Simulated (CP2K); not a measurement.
Phosphinine has these distinct C atoms: C1 (bonded to 2 C and H), C2 (bonded to 2 C and H) and C3 (bonded to C, P and H).

```xyz
11

C    -0.2515    1.1260    0.0563
C    -1.3024    0.2056   -0.0171
C    -1.1047   -1.1737   -0.0885
P     0.4404   -1.9722   -0.0991
C     1.5001   -0.5966   -0.0003
C     1.0918    0.7360    0.0636
H    -0.4882    2.1888    0.1103
H    -2.3249    0.5908   -0.0174
H    -1.9873   -1.8161   -0.1431
H     2.5729   -0.8054    0.0115
H     1.8538    1.5168    0.1238
```

Their partial C K spectra (CP2K XAS_TDP, all-electron GAPW, PBEh(45%), aug-cc-pVDZ, TDA, GW2X-corrected core level, no relativity) are given in random order, each times the number of alike atoms.

Gaussian full width 0.5 eV, oscillator strength per eV, alike atoms added, rows of zeros left out:

| E (eV) | curve 1 | curve 2 | curve 3 |
| --- | --- | --- | --- |
| 285.50 | 0.000 | 0.013 | 0.000 |
| 285.75 | 0.000 | 0.099 | 0.000 |
| 286.00 | 0.002 | 0.188 | 0.000 |
| 286.25 | 0.024 | 0.090 | 0.001 |
| 286.50 | 0.081 | 0.011 | 0.019 |
| 286.75 | 0.068 | 0.000 | 0.119 |
| 287.00 | 0.015 | 0.000 | 0.188 |
| 287.25 | 0.001 | 0.000 | 0.075 |
| 287.50 | 0.000 | 0.000 | 0.008 |
| 287.75 | 0.000 | 0.002 | 0.000 |
| 288.00 | 0.000 | 0.003 | 0.000 |
| 288.25 | 0.000 | 0.001 | 0.001 |
| 288.50 | 0.000 | 0.000 | 0.001 |
| 289.00 | 0.000 | 0.001 | 0.000 |
| 289.25 | 0.000 | 0.008 | 0.000 |
| 289.50 | 0.003 | 0.031 | 0.001 |
| 289.75 | 0.015 | 0.030 | 0.009 |
| 290.00 | 0.019 | 0.013 | 0.036 |
| 290.25 | 0.007 | 0.028 | 0.034 |
| 290.50 | 0.001 | 0.046 | 0.008 |
| 290.75 | 0.001 | 0.040 | 0.001 |
| 291.00 | 0.005 | 0.029 | 0.004 |
| 291.25 | 0.010 | 0.030 | 0.011 |
| 291.50 | 0.019 | 0.028 | 0.012 |
| 291.75 | 0.017 | 0.024 | 0.017 |
| 292.00 | 0.006 | 0.023 | 0.027 |
| 292.25 | 0.006 | 0.033 | 0.037 |
| 292.50 | 0.014 | 0.050 | 0.042 |
| 292.75 | 0.017 | 0.046 | 0.031 |
| 293.00 | 0.013 | 0.023 | 0.028 |
| 293.25 | 0.004 | 0.015 | 0.019 |
| 293.50 | 0.002 | 0.019 | 0.010 |
| 293.75 | 0.004 | 0.030 | 0.012 |
| 294.00 | 0.008 | 0.026 | 0.018 |
| 294.25 | 0.012 | 0.013 | 0.017 |
| 294.50 | 0.018 | 0.009 | 0.022 |
| 294.75 | 0.018 | 0.013 | 0.026 |
| 295.00 | 0.006 | 0.017 | 0.011 |

Which curve belongs to which atom?

Curve 1: C1 (bonded to 2 C and H), leading line at 286.59 eV (f = 0.048 an atom), ionisation energy 292.03 eV, term value 5.44 eV. Curve 2: C3 (bonded to C, P and H), leading line at 285.99 eV (f = 0.050 an atom), ionisation energy 291.57 eV, term value 5.58 eV. Curve 3: C2 (bonded to 2 C and H), leading line at 286.96 eV (f = 0.051 an atom), ionisation energy 292.21 eV, term value 5.25 eV. The leading line of an atom is its first one with 35 % of the strongest within 2.5 eV of its lowest line over the strength cut. A line lies at the core ionisation energy, which rises as an atom loses charge to its neighbours or to a π system, less the term value, which is large for a low π* or σ* orbital with weight on that atom.

[Banner, clock and machine lines of the logs are left out without a mark of their own.]

[Logs are printed without paths, hosts, clocks, repeated set-up lines and the standing remarks that a program may print on its own settings, such as how far it seeks lower states.]

[Hosts, paths, dates, database ids (printed as entryN), source tags and the programs' standing remarks are cut or masked in the printed files.]
